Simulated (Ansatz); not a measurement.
# Electron scattering at the Σ11 (332) boundary in bcc W, part 2 of 3

How much does the Σ11 (332) boundary in bcc W reflect electrons?

Ansatz 0.2.0; Ansatz plane-wave DFT, LDA, PAW files; relaxation of a bicrystal slab with its lowest layers held; PAW set soft_1 (the session's first sound run).

So far. Step 2 (Relaxing the bicrystal): The largest force component on a free atom ends at 0.028 eV/Å, under the tolerance of 0.03, after 11 steps.

## Step 3: Transmission across the boundary

Bulk layers of each grain are laid under and over the relaxed boundary, and a lead is named in the middle of each, away from the free faces. The mesh across the current, 14×12, is finer than the density's, because channels open and close sharply across the zone. Energies from -0.1 to 0.1 eV in steps of 0.05 eV are too few for the program's thermal sum, so it prints no conductance; for a metal the transmission near the Fermi level serves, at a fraction of the cost.

This step: Ansatz plane-wave DFT, LDA, PAW files; ballistic transport by layer matching (Landauer), zero bias; boundary relaxed in a short slab, bulk layers laid on; PAW set soft_1 (Ansatz 0.2.0).

System of this step: Σ11 (332) boundary in bcc W. The cell holds 64 atoms: 64 W. Cell: a = 4.476 Å, b = 5.248 Å, c = 50.546 Å, α = 90.0°, β = 90.0°, γ = 90.0°. It derives from W. Regions: lower grain, 26 atoms (26 W); boundary, 17 atoms (17 W); upper grain, 21 atoms (21 W). Vacuum lies along c.

File input.yaml:

```yaml
crystal:
  lattice:
    - [4.4757030822, 0.0, 0.0]
    - [0.0, 5.2482270683, 0.0]
    - [0.0, 0.0, 50.5458481509]
  atoms:
    - { symbol: W, position: [-17.0, 9.2727272728, 0.0791360744] }
    - { symbol: W, position: [-16.5, 9.0, 0.0924850962] }
    - { symbol: W, position: [-16.0, 8.7272727273, 0.1058341179] }
    - { symbol: W, position: [-15.5, 8.4545454546, 0.1191831397] }
    - { symbol: W, position: [-15.0, 8.1818181818, 0.1325321615] }
    - { symbol: W, position: [-14.5, 7.9090909091, 0.1458811832] }
    - { symbol: W, position: [-14.0, 7.6363636364, 0.159230205] }
    - { symbol: W, position: [-13.5, 7.3636363637, 0.1725792268] }
    - { symbol: W, position: [-13.0, 7.0909090909, 0.1859282485] }
    - { symbol: W, position: [-12.5, 6.8181818182, 0.1992772703] }
    - { symbol: W, position: [-12.0, 6.5454545455, 0.2126262921] }
    - { symbol: W, position: [-11.5, 6.2727272727, 0.2259753138] }
    - { symbol: W, position: [-11.0, 6.0, 0.2393243356] }
    - { symbol: W, position: [-10.5, 5.7272727273, 0.2526733573] }
    - { symbol: W, position: [-10.0, 5.4545454545, 0.2660223791] }
    - { symbol: W, position: [-9.5, 5.1818181818, 0.2793714009] }
    - { symbol: W, position: [-9.0, 4.9090909091, 0.2927204226] }
    - { symbol: W, position: [-8.5, 4.6363636364, 0.3060694444] }
    - { symbol: W, position: [-8.0, 4.3636363636, 0.3194184662] }
    - { symbol: W, position: [-7.5, 4.0909090909, 0.3327674879] }
    - { symbol: W, position: [-7.0, 3.8181818182, 0.3461165097] }
    - { symbol: W, position: [-6.5, 3.5454545454, 0.3594655315] }
    - { symbol: W, position: [-6.0, 3.2727272727, 0.3728145532] }
    - { symbol: W, position: [-5.5, 3.0, 0.386163575] }
    - { symbol: W, position: [-5.0, 2.7272727273, 0.3995125968] }
    - { symbol: W, position: [-4.5, 2.4545454545, 0.4128616185] }
    - { symbol: W, position: [0.0, 0.1818181818, 0.4262106403] }
    - { symbol: W, position: [0.5, 0.9117476055, 0.4380459052] }
    - { symbol: W, position: [0.0, 0.6371932824, 0.4512585287] }
    - { symbol: W, position: [0.5, 0.3649576252, 0.4655275695] }
    - { symbol: W, position: [0.0, 0.091456476, 0.4776562148] }
    - { symbol: W, position: [0.5, 0.8216795809, 0.4917355962] }
    - { symbol: W, position: [0.0, 0.5430986033, 0.5027885033] }
    - { symbol: W, position: [0.5, 0.2717480735, 0.5199053201] }
    - { symbol: W, position: [0.0, -0.006877479, 0.5269261515] }
    - { symbol: W, position: [0.0, 0.4861904245, 0.5523703101] }
    - { symbol: W, position: [0.5, 0.7609488203, 0.558545936] }
    - { symbol: W, position: [0.0, 0.0317592866, 0.5767983486] }
    - { symbol: W, position: [0.5, 0.3121399387, 0.5871658596] }
    - { symbol: W, position: [0.0, 0.5809903551, 0.601699603] }
    - { symbol: W, position: [0.5, 0.8559833479, 0.6135153553] }
    - { symbol: W, position: [0.0, 0.1266817257, 0.6273891701] }
    - { symbol: W, position: [0.5, 0.4007076046, 0.6405344685] }
    - { symbol: W, position: [-5.0, 2.6734348773, 0.6538834903] }
    - { symbol: W, position: [-5.5, 2.94616215, 0.6672325121] }
    - { symbol: W, position: [-6.0, 3.2188894228, 0.6805815338] }
    - { symbol: W, position: [-6.5, 3.4916166955, 0.6939305556] }
    - { symbol: W, position: [-7.0, 3.7643439682, 0.7072795774] }
    - { symbol: W, position: [-7.5, 4.037071241, 0.7206285991] }
    - { symbol: W, position: [-8.0, 4.3097985137, 0.7339776209] }
    - { symbol: W, position: [-8.5, 4.5825257864, 0.7473266427] }
    - { symbol: W, position: [-9.0, 4.8552530591, 0.7606756644] }
    - { symbol: W, position: [-9.5, 5.1279803319, 0.7740246862] }
    - { symbol: W, position: [-10.0, 5.4007076046, 0.7873737079] }
    - { symbol: W, position: [-10.5, 5.6734348773, 0.8007227297] }
    - { symbol: W, position: [-11.0, 5.9461621501, 0.8140717515] }
    - { symbol: W, position: [-11.5, 6.2188894228, 0.8274207732] }
    - { symbol: W, position: [-12.0, 6.4916166955, 0.840769795] }
    - { symbol: W, position: [-12.5, 6.7643439682, 0.8541188168] }
    - { symbol: W, position: [-13.0, 7.037071241, 0.8674678385] }
    - { symbol: W, position: [-13.5, 7.3097985137, 0.8808168603] }
    - { symbol: W, position: [-14.0, 7.5825257864, 0.8941658821] }
    - { symbol: W, position: [-14.5, 7.8552530592, 0.9075149038] }
    - { symbol: W, position: [-15.0, 8.1279803319, 0.9208639256] }
kpoints:
  mp_grid: { grid: [6, 5, 1] }
hamiltonian:
  xc: lda
  pseudopotentials: { kind: paw, azcp: { folder: soft_1 }, xc_functional: pbe }
scf:
  occupations: { method: fermi_dirac, width: 0.1 }
output:
  transmission:
    leads: [[14, 15], [52, 53]]
    kmesh: [14, 12]
    e_range: [-0.1, 0.1]
    de: 0.05
  write_potential: true
  write_density: true
  volumetric_format: npy
  elf: true
```

Command:

```sh
$ ansatz run input.yaml --threads 4 --pin off --max-ram 15360MiB --backend cpu --events-out ev --progress --plain --runs-dir out
```

Numbers of over 12 decimals in the logs are rounded to 6 here.

What it wrote:

```text
[...]
Crystal: 64 atoms, lattice volume = 1187.297 Å³
Basis set: ecut = 420 eV, 23315 PW (Γ)
Bands: 538, of which v1, the nominal top of the filled ones, is band 448 counted from 1 (447 counted from 0)
Symmetry: 2 space group operations
[...]
k-points: 12 of 30 (time reversal used)
[...]
SCF iter   1: F=—  HF=-648368.967799 eV  |F-HF|=—  |Δ(HF+E_count)|=         —  Δρ=6.10e-2  dr2=7.84e2  ethr=3.10e-3  ⟨swp⟩=6.3  Hψ=26240  notcnv=0
[...]
SCF iter  14: F=-648347.054216 eV  HF=-648347.054216 eV  |F-HF|=3.49e-10  |Δ(HF+E_count)|=  6.98e-10  Δρ=1.15e-7  dr2=2.98e-10  ethr=1.00e-12  ⟨swp⟩=1.0  Hψ=14111  notcnv=0
SCF 1 converged in 14 iterations: F = -648347.054216 eV  dr2 = 2.98e-10
[...]
transmission: 331 of 3304 steps passed
transmission: 661 of 3304 steps passed
[...]
transmission: 3304 of 3304 steps passed
SCF converged after 14 iterations
an eigenvalue changed by more than its tolerance at an iteration that met the thresholds in force, so the SCF went on 2 times: the last check was not made
the last check of whether an eigenvalue changes by more than its tolerance under the output density was not made (no_room)
Free energy (F): -648347.054216 eV
[...]
Internal energy: -648345.843936 eV  (E = F + TS)
E sigma→0 (E₀):  -648346.449076 eV
Entropy (-TS):   -1.210279 eV (-18.911 meV/atom)
Fermi energy:    18.205933 eV
[...]
--- Band table (eV; the first three rows and the last of 12) ---
  k-point 0: bands = [... 444 lower, 17.9602, 18.0952, 18.1751, 18.2788, 18.3651, 18.4011, 18.4845, 18.5938, ... 86 higher]
  k-point 1: bands = [... 444 lower, 17.9872, 18.0086, 18.0592, 18.1048, 18.2274, 18.2643, 18.3155, 18.3313, ... 86 higher]
  k-point 2: bands = [... 444 lower, 18.1284, 18.2124, 18.2642, 18.3383, 18.3553, 18.3903, 18.3988, 18.5120, ... 86 higher]
  k-point 11: bands = [... 444 lower, 18.0479, 18.1306, 18.2053, 18.2490, 18.2970, 18.3105, 18.3361, 18.4287, ... 86 higher]
--- Transmission ---
  basis      : 211 plane waves across, 59 finite elements along
  points     : 56, standing for a mesh of 14 x 12
  energies   : 5 from -0.100000 to 0.100000 eV about the Fermi level, 0.050000 eV apart; the leads are filled to 0.000000 eV, and channels, transmission and decay are at 0.000000 eV
  crystal 0  : W4, at the sites [14, 15], period 2.6990 Å, over 18.22 Å; its Hamiltonian steps by up to 14.6 meV
    offset         : up to 0.0000 Å between an atom of the period and one for which it stands
    channels       : 2.845238e0 a spin
    conductance    : none, the energies end too early or step too widely for 300 K: set another output.transmission.e_range or a lower de, or, where they end at an eighth of basis.ecutwfc, a higher one
[...]
channels       : 2.773810e0 a spin
[...]
junction   : crystal 0 to crystal 1, 13.11 to 37.44 Å
    transmission   : 1.216462e0 a spin
[...]
```

It took 27 min on 4 threads of Arm Neoverse V1, shared host; peak memory 11 GiB.

Numbers from this step:

```yaml
free_energy: -648347.0542 eV
energy_at_zero_smearing: -648346.4491 eV
fermi_energy: 18.21 eV
cell_area: 23.49 Å²
transmission_per_spin_nearest_the_fermi_level: 1.216
open_channels_per_spin_nearest_the_fermi_level: 2.845
open_channels_per_spin_upper_lead: 2.774
step_of_the_lead_s_potential: 14.6 meV
step_of_the_upper_lead_s_potential: 17.5 meV
```

Per spin. Transmission, zone mean against energy, zero at the Fermi level:

```
energy (eV)  transmission, zone mean
    -0.1000                     1.21
    -0.0500                     1.22
     0.0000                     1.22
     0.0500                     1.29
     0.1000                     1.32
```

Per spin. Table of open channels, zone mean by energy, zero at the Fermi level:

```
energy (eV)  lead  upper lead
    -0.1000  2.75        2.73
    -0.0500  2.79        2.76
     0.0000  2.85        2.77
     0.0500  3.02        3.02
     0.1000  3.12        3.10
```

Transmission over k1 and k2. At 0.0000 eV from the Fermi level.

Values, 12 rows by 14 columns:
```
1.50 1.63 1.19 0.55 0.21 0.69 1.43 1.39 1.43 0.69 0.21 0.55 1.19 1.63
1.25 0.76 0.35 0.90 0.49 0.99 1.53 1.57 1.53 0.99 0.49 0.90 0.35 0.76
0.36 0.33 0.49 1.00 0.71 1.08 1.25 1.17 1.25 1.08 0.71 1.00 0.49 0.33
1.90 1.05 0.42 1.46 1.77 1.22 1.76 1.67 1.76 1.22 1.77 1.46 0.42 1.05
3.25 2.90 1.39 0.78 1.57 0.80 2.81 2.69 2.81 0.80 1.57 0.78 1.39 2.90
3.14 2.41 1.85 0.16 0.58 2.80 2.89 2.80 2.89 2.80 0.58 0.16 1.85 2.41
3.25 2.90 1.39 0.78 1.57 0.80 2.81 2.69 2.81 0.80 1.57 0.78 1.39 2.90
1.90 1.05 0.42 1.46 1.77 1.22 1.76 1.67 1.76 1.22 1.77 1.46 0.42 1.05
0.36 0.33 0.49 1.00 0.71 1.08 1.25 1.17 1.25 1.08 0.71 1.00 0.49 0.33
1.25 0.76 0.35 0.90 0.49 0.99 1.53 1.57 1.53 0.99 0.49 0.90 0.35 0.76
1.50 1.63 1.19 0.55 0.21 0.69 1.43 1.39 1.43 0.69 0.21 0.55 1.19 1.63
0.23 1.00 1.14 0.24 0.12 0.59 0.92 1.10 0.92 0.59 0.12 0.24 1.14 1.00
```
Columns: k1 (b1) from -0.5 to 0.429; rows upwards: k2 (b2) from -0.5 to 0.417.

Open channels over k1 and k2. At 0.0000 eV from the Fermi level.

Values, 12 rows by 14 columns:
```
4.00 4.00 3.00 1.00 1.00 2.00 5.00 5.00 5.00 2.00 1.00 1.00 3.00 4.00
2.00 3.00 2.00 2.00 1.00 3.00 4.00 4.00 4.00 3.00 1.00 2.00 2.00 3.00
2.00 2.00 3.00 3.00 2.00 3.00 3.00 3.00 3.00 3.00 2.00 3.00 3.00 2.00
4.00 3.00 1.00 3.00 2.00 3.00 4.00 4.00 4.00 3.00 2.00 3.00 1.00 3.00
4.00 4.00 3.00 3.00 2.00 2.00 4.00 4.00 4.00 2.00 2.00 3.00 3.00 4.00
6.00 4.00 2.00 1.00 1.00 4.00 4.00 4.00 4.00 4.00 1.00 1.00 2.00 4.00
4.00 4.00 3.00 3.00 2.00 2.00 4.00 4.00 4.00 2.00 2.00 3.00 3.00 4.00
4.00 3.00 1.00 3.00 2.00 3.00 4.00 4.00 4.00 3.00 2.00 3.00 1.00 3.00
2.00 2.00 3.00 3.00 2.00 3.00 3.00 3.00 3.00 3.00 2.00 3.00 3.00 2.00
2.00 3.00 2.00 2.00 1.00 3.00 4.00 4.00 4.00 3.00 1.00 2.00 2.00 3.00
4.00 4.00 3.00 1.00 1.00 2.00 5.00 5.00 5.00 2.00 1.00 1.00 3.00 4.00
2.00 4.00 3.00 1.00 1.00 3.00 4.00 6.00 4.00 3.00 1.00 1.00 3.00 4.00
```
Columns: k1 (b1) from -0.5 to 0.429; rows upwards: k2 (b2) from -0.5 to 0.417.

Valence density in the cb plane at fractional x = 0.000, with atoms of W within 0.2 Å of it. It is the smooth field of the valence electrons, not physical close to the nuclei.

Values in e/Å³, 8 rows by 16 columns, each cell a mean:
```
0.5 1.7 0.4 2.6 3.8 0.6 4.5 2.7 0.7 2.8 0.6 0.4 0.4 0.1 0.0 0.0
1.3 5.3 1.1 2.5 3.8 0.4 1.4 0.9 0.3 0.4 0.6 0.3 0.1 0.0 0.0 0.0
0.9 3.7 0.7 0.5 0.8 0.3 0.3 0.7 0.8 0.4 3.4 1.8 0.1 0.0 0.0 0.0
0.3 0.5 0.5 0.3 0.6 2.0 0.5 2.7 4.0 0.6 4.3 2.6 0.1 0.0 0.0 0.0
0.6 0.4 2.8 1.5 1.4 5.3 1.2 2.4 3.6 0.4 1.2 0.8 0.2 0.0 0.0 0.0
3.5 0.6 4.6 2.8 0.8 3.3 0.7 0.4 0.7 0.4 0.3 0.8 1.1 0.1 0.0 0.0
4.0 0.4 1.7 1.0 0.3 0.4 0.5 0.3 0.6 2.4 0.6 2.8 4.2 0.2 0.0 0.0
1.0 0.3 0.3 0.6 0.7 0.4 3.1 1.7 1.4 5.4 1.2 2.1 3.3 0.2 0.0 0.0
```
Columns run along c (16.0 Å, from fractional 0.68 to 1.00 of the cell), rows up along b (5.2 Å). Atoms in or near the plane, at fractional coordinates: W at (0.71, 0.76), W at (0.73, 0.31), W at (0.76, 0.86), W at (0.79, 0.40), W at (0.81, 0.95), W at (0.84, 0.49), W at (0.87, 0.04), W at (0.89, 0.58), W at (0.92, 0.13).

Electrostatic potential energy in the cb plane at fractional x = 0.000, with atoms of W within 0.2 Å of it. With pseudopotentials it is smooth inside the atoms' cores, unlike the true potential.

Ten even steps from '0' (-28 eV) to '9' (23 eV), each cell a mean:
```
88755788730004773000168620016898656899999999
87300268610002774000278864468899889999999999
85000058620003787423689988887778999999999999
85000048852126898877888899874236899999999999
86200268886678888998754578841002799999999999
88655688998887557897300148730001699999999999
99888876789873113686100027740002799999999999
78898632258850000486200037863225899999999999
34788400026850000488411258987778888999999999
00477300016862002688865678899987545789999999
00277400027886446889988876678984101479999999
00378742368998888777898741137871000278999999
13689887788889987423588510005872000278999999
67888899874357884000268500004884101589999999
```
Columns run along c (16.0 Å, from fractional 0.68 to 1.00 of the cell; values clipped at the 3rd and 97th percentile), rows up along b (5.2 Å). Atoms in or near the plane, at fractional coordinates: W at (0.71, 0.76), W at (0.73, 0.31), W at (0.76, 0.86), W at (0.79, 0.40), W at (0.81, 0.95), W at (0.84, 0.49), W at (0.87, 0.04), W at (0.89, 0.58), W at (0.92, 0.13).

ELF in the cb plane at fractional x = 0.000, with atoms of W within 0.2 Å of it. It is the smooth field of the valence electrons, not physical close to the nuclei.

Ten even steps from '0' (0.00) to '9' (0.69), each cell a mean:
```
55443245469985447926954479984563344211100000
54798635487287446979745424644555433221100000
45965954488596453477546533444323554421100000
45955954447884564234444346546753345432100000
54689845532444544555455335459888334432100000
54245445544554432464698854478269434432100000
65444443235547986354873884569788445531000000
33465478634549669544885974535786566421000000
64354697884459549544479854642346653211000000
88544792694547898455334445444555664211100000
28744598974542455455544544324645898632110000
69645346744654345432355469853548738942210000
87456423454334654675344497695558848832110000
34544456545533545988744594496555899511100000
```
Columns run along c (16.0 Å, from fractional 0.68 to 1.00 of the cell), rows up along b (5.2 Å). Atoms in or near the plane, at fractional coordinates: W at (0.71, 0.76), W at (0.73, 0.31), W at (0.76, 0.86), W at (0.79, 0.40), W at (0.81, 0.95), W at (0.84, 0.49), W at (0.87, 0.04), W at (0.89, 0.58), W at (0.92, 0.13).

Over the solved energies the transmission per spin lies between 1.21 and 1.32, out of 2.90 channels of the lead on average (up to 3.12).

## Step 4: Specific resistance

This step: Ansatz plane-wave DFT, LDA, PAW files; ballistic transport by layer matching (Landauer), zero bias; specific resistance of the boundary; PAW set soft_1 (Ansatz 0.2.0).

Numbers from this step:

| Item | Value |
| --- | --- |
| area resistance | 1.375 fΩ m² |
| T over the leads' mean channel count | 0.4327 |

Averaged over the energies near the Fermi level, 43.3 % of the channels pass, which makes 1.37 fΩ m².

By hand, with T and the leads' channels N averaged over the energies near the Fermi level: RA = A (h/2e²)(1/T − ½[1/N₁ + 1/N₂]) = 23.49×10⁻²⁰ m² × 12 906 Ω × (1/1.251 − ½[1/2.905 + 1/2.876]) = 1.37 fΩ m².

[end of part 2 of 3]

[Logs are printed without paths, hosts, clocks, repeated set-up lines and the standing remarks that a program may print on its own settings, such as how far it seeks lower states.]

[Hosts, paths, dates, database ids (printed as entryN), source tags and the programs' standing remarks are cut or masked in the printed files.]
